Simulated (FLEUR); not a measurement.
Computed results, one entry a study.

### free Ni(111) film, 1 layer: parallel and opposed starts

The cell holds 1 atom: 1 Ni. Its edges and angles: a = 2.492 Å, b = 2.492 Å, c = 14.000 Å, α = 90.0°, β = 90.0°, γ = 120.0°. layers at typed spacings, unrelaxed. Vacuum lies along c.

- method: PBEsol; all-electron FLAPW film, Dirac cores, scalar-relativistic bands (and 1 further level or step)
- program: FLEUR MaX-R8.1
- settings of one run: kmax 3.66 1/bohr, gmax 11 1/bohr, muffin tin radii Ni: 2.24 bohr, lmax Ni: [8, 6], hist occupations, smearing width 0.05 eV, mixer Anderson, mixing 0.03, max iterations 120, stop 2.00e-5 me/bohr³, film mode on, collinear spin, 18×18×1 k-mesh, mesh matched on, starting moments 1 μB
- cost: 4 runs, 2.2 min in all on 4 MPI ranks of Arm Neoverse V1, shared host (the runs of this entry)
- notes: The run is spin-polarised, with a total moment of 0.79 μB a cell. This is the lowest of 3 finished starts, no proof of the ground state.
- lowest state found: ferromagnetic (initial ferro +)
- largest site spin moment: 0.861 μB
- next finished state: antiferromagnetic, 90.6 meV a seeded atom higher
- energy gained by spin polarisation: 114 meV a seeded atom
- hyperfine field at Ni1, along its moment: -11.1 T
- orbital moment on the atom of largest spin, along its spin (spin–orbit run): 0.0712 μB

The lowest state found is ferromagnetic, reached from the start ferro +, with moments up to 0.861 μB. The next finished state costs 91 meV a seeded atom.

**Magnetic state of free Ni(111) film, 1 layer from several starts**

The cell holds 1 atom: 1 Ni. Cell: a = 2.492 Å, b = 2.492 Å, c = 14.000 Å, α = 90.0°, β = 90.0°, γ = 120.0°. layers at typed spacings, unrelaxed. Vacuum lies along c.

| Item | Value |
| --- | --- |
| method | LDA (VWN); all-electron FLAPW film, Dirac cores, scalar-relativistic bands (and 1 further level or step) |
| program | FLEUR MaX-R8.1 |
| settings of one run | kmax 3.66 1/bohr, gmax 11 1/bohr, muffin tin radii Ni: 2.24 bohr, lmax Ni: [8, 6], hist occupations, smearing width 0.05 eV, mixer Anderson, mixing 0.03, max iterations 120, stop 2.00e-5 me/bohr³, film mode on, collinear spin, 18×18×1 k-mesh, mesh matched on, starting moments 1 μB |
| cost | 4 runs, 93 s in all on 4 MPI ranks of Arm Neoverse V1, shared host (the runs of this entry) |
| notes | The run is spin-polarised, with a total moment of 0.79 μB a cell. Only 3 starts were tried; other patterns of signs, canted and longer-period orders were not. |
| lowest state found | ferromagnetic (initial ferro +) |
| largest site spin moment | 0.839 μB |
| next finished state | antiferromagnetic, 78.6 meV a seeded atom higher |
| energy gained by spin polarisation | 94.1 meV a seeded atom |
| hyperfine field at Ni1, along its moment | -8.51 T |
| orbital moment on the atom of largest spin, along its spin (spin–orbit run) | 0.0717 μB |

The lowest state found is ferromagnetic, reached from the start ferro +, with moments up to 0.839 μB. The next finished state costs 79 meV a seeded atom.

[Hosts, paths, dates, database ids (printed as entryN), source tags and the programs' standing remarks are cut or masked in the printed files.]

[Where a cell is said to come from a database of computed structures, the database is the Materials Project.]
